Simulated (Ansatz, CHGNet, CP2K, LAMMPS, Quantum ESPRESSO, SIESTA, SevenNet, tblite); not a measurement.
## Zn2+ BF4- in dimethoxyethane and tetrahydrofuran at 400 K (85 atoms): runs against a plane-wave reference

Density of this cell: 1.15 g/cm³. The cell holds 85 atoms: 20 C, 8 O, 46 H, 2 B, 8 F and 1 Zn. Cell: a = 9.806 Å, b = 9.806 Å, c = 9.806 Å, α = 90.0°, β = 90.0°, γ = 90.0°. 3 dimethoxyethane, 2 tetrahydrofuran, 1 Zn2+, 2 BF4- placed at random, at 1.15 g/cm³; overlaps pushed apart, then 10 ps at 550 K with stiff harmonic cages for PF6 and BF4 with UFF radii; divalent ions of Li, Roberts, Chakravorty and Merz (J. Chem. Theory Comput. 9, 2733 (2013)); MMFF94 bonds, angles, torsions, charges and radii (Halgren, J. Comput. Chem. 17, 490 (1996)) in harmonic and 12-6 forms; charges of ions scaled by 0.8. Snapshot after 30 ps at 400 K and fixed volume.

Geometry: as built.

The reference, a calculation:

| Quantity | Value |
| --- | --- |
| method | Kohn-Sham DFT, PBE, PAW, plane waves (Ansatz 0.2.0); cutoff 420 eV, Γ point, fermi-dirac smearing of 0.05 eV; PAW set soft_2 |
| r.m.s. force component | 1.049 eV/Å |
| longest force | 4.128 eV/Å |
| pressure | 5.547 GPa |
| gap (highest filled to lowest empty level) | 3.958 eV |
| SCF cycles | 10 |
| time | 6.2 s on 4 threads of Arm Neoverse V2, shared host |
| CPU time | 23 s |

Runs, in no order:
A. SIESTA PBE, DZP, shift 0.01 Ry, mesh 500 Ry: Kohn-Sham DFT, PBE, PseudoDojo 0.4.1 norm-conserving pseudopotentials (converted to PSML), numerical atomic orbitals (DZP), diagonalisation
B. QE PBE, sssp-1.3.0-efficiency, 60/480 Ry: Kohn-Sham DFT, PBE, SSSP efficiency 1.3.0 pseudopotentials, plane waves
C. SevenNet l3i5 potential: machine-learned interatomic potential SevenNet l3i5, trained on PBE(+U) plane-wave data
D. CHGNet 0.3.0 potential: machine-learned interatomic potential CHGNet 0.3.0, trained on PBE(+U) plane-wave data

Q: Order them from the smallest to the largest r.m.s. force difference.

B, C, D, A.

```csv
run,"Δ force, r.m.s. (meV/Å)",share of r.m.s. force (%),CPU time
"B. QE PBE, sssp-1.3.0-efficiency, 60/480 Ry",23.6,2.25,3.1 min
C. SevenNet l3i5 potential,149,14.2,8.4 s
D. CHGNet 0.3.0 potential,216,20.5,3.3 s
"A. SIESTA PBE, DZP, shift 0.01 Ry, mesh 500 Ry",341,32.5,3 min
```

With short bonds to hydrogen, sets of potentials differ among themselves by several per cent in forces even at converged cutoffs, so the reference isn't exact here either. Machine-learned potentials mimic data converged in k, so the reference's own k-point error enters their differences. The network of contacts between molecules at the start is that of the classical potential that made the cell, and needn't be the one that DFT or experiment would give. The electronic-structure runs sample only Γ, in a cell whose shortest periodic width is 10 Å.

[Logs are printed without paths, hosts, clocks, repeated set-up lines and the standing remarks that a program may print on its own settings, such as how far it seeks lower states.]

[Hosts, paths, dates, database ids (printed as entryN), source tags and the programs' standing remarks are cut or masked in the printed files.]

[The MMFF94 radii named for the starting cell were scaled by 0.96; in molecules described by MMFF94, hydrogen bound to N, O or S took a small fixed 12-6 site in their place.]
